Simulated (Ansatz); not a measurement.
## 1T-SiSSe monolayer in a perpendicular field

Aim: how the 1T-SiSSe monolayer screens a field along its normal, and what the field does to its bands. A positive field points along +c.

Main program and level: Ansatz 0.2.0; plane-wave DFT, LDA, Ansatz PAW, in the first sound run; inputs show where later runs differ.

### Step 1. Set-up

The cell holds 3 atoms: 1 Se, 1 Si and 1 S. Cell: a = 3.405 Å, b = 3.405 Å, c = 34.824 Å, α = 90.0°, β = 90.0°, γ = 120.0°. Vacuum lies along c.

### Step 2. Relaxing the slab

The starting cell is a guess, so the in-plane lattice and the atoms are relaxed first, with the slab cut off from its images along the normal.

input.yaml

```yaml
crystal:
  lattice:
    - [3.405, 0.0, 0.0]
    - [-1.7025, 2.9488164999, 0.0]
    - [0.0, 0.0, 34.8236433981]
  atoms:
    - { symbol: Se, position: [0.6666666667, 0.3333333333, 0.4723802105] }
    - { symbol: Si, position: [0.0, 0.0, 0.5019353089] }
    - { symbol: S, position: [0.3333333333, 0.6666666667, 0.5276197895] }
  periodic: [true, true, false]
kpoints:
  mp_grid: { grid: [12, 12, 1] }
hamiltonian:
  xc: lda
scf:
  occupations: { method: fermi_dirac, width: 0.05 }
  convergence: { dr2_threshold: 1.0e-09 }
relax:
  f_tol: 0.004
  max_steps: 90
  cell: {}
output:
  write_potential: true
  write_density: true
  volumetric_format: npy
```

Launch:

```console
> ansatz run input.yaml --threads 2 --pin off --max-ram 3072MiB --backend cpu --events-out ev --progress --plain --runs-dir out
```

Planned after this: atoms held, field 0; atoms held, field 0.1 V/Å; atoms held, field -0.1 V/Å; atoms held, field 0.5 V/Å; atoms held, field -0.3 V/Å; response, atoms held; field on, atoms free, field 0.1 V/Å; relaxing in the field, field -0.1 V/Å; response, atoms relaxed; same geometry, cutoff 420 eV, functional LDA; same geometry, cutoff 420 eV, functional LDA (run 2); response at this level; same geometry, cutoff 420 eV, functional PBE; same geometry, cutoff 420 eV, functional PBE (run 2); same geometry, cutoff 500 eV, functional r2SCAN; same geometry, cutoff 500 eV, functional r2SCAN (run 2); same geometry, cutoff 420 eV, functional HSE06; same geometry, cutoff 420 eV, functional HSE06 (run 2); comparing the runs; varying the input; A changed input: efield.amplitude = 0.3. Settings of the main run: cutoff 420 eV, 18×18×1 k-mesh, smearing width 0.02585 eV, 1 layers, stack 1T-SiSSe monolayer.

Q: Predict the gap without field; and equivalent conductor thickness, atoms held.

The induced dipole equals that of a perfect conductor 4.84 Å thick, while the outer atoms lie 2.74 Å apart; an out-of-plane ε follows only once a thickness t is chosen, by 1 − 1/ε = 4.84 Å / t. The two faces differ: the vacuum level above lies 0.29 eV higher than the one below. The gap goes from 0.54 eV to 0.57 eV at 0.5 V/Å.

| Item | Value |
| --- | --- |
| gap without field | 0.540 eV |
| ionisation energy, upper face | 6.06 eV |
| electron affinity, upper face | 5.52 eV |
| step between the vacuum levels | 0.292 eV |
| equivalent conductor thickness, atoms held | 4.84 Å |
| equivalent conductor thickness, atoms relaxed | 4.90 Å |
| equivalent conductor thickness, LDA | 4.84 Å |
| equivalent conductor thickness, PBE | 4.83 Å |
| equivalent conductor thickness, r2SCAN | 4.76 Å |
| equivalent conductor thickness, HSE06 | 4.76 Å |

Letting the atoms follow the field adds 0.06 Å to the equivalent conductor thickness: the ionic part of the response. Semilocal functionals give gaps that are too small, and excitons are not included. Spin-orbit coupling is left out.

[Logs are printed without paths, hosts, clocks, repeated set-up lines and the standing remarks that a program may print on its own settings, such as how far it seeks lower states.]

[Hosts, paths, dates, database ids (printed as entryN), source tags and the programs' standing remarks are cut or masked in the printed files.]

[Maps of the electrostatic potential energy from Ansatz leave out the sawtooth potential of an applied field or a dipole correction, so their vacuum need not be flat; planar profiles and work functions include it.]
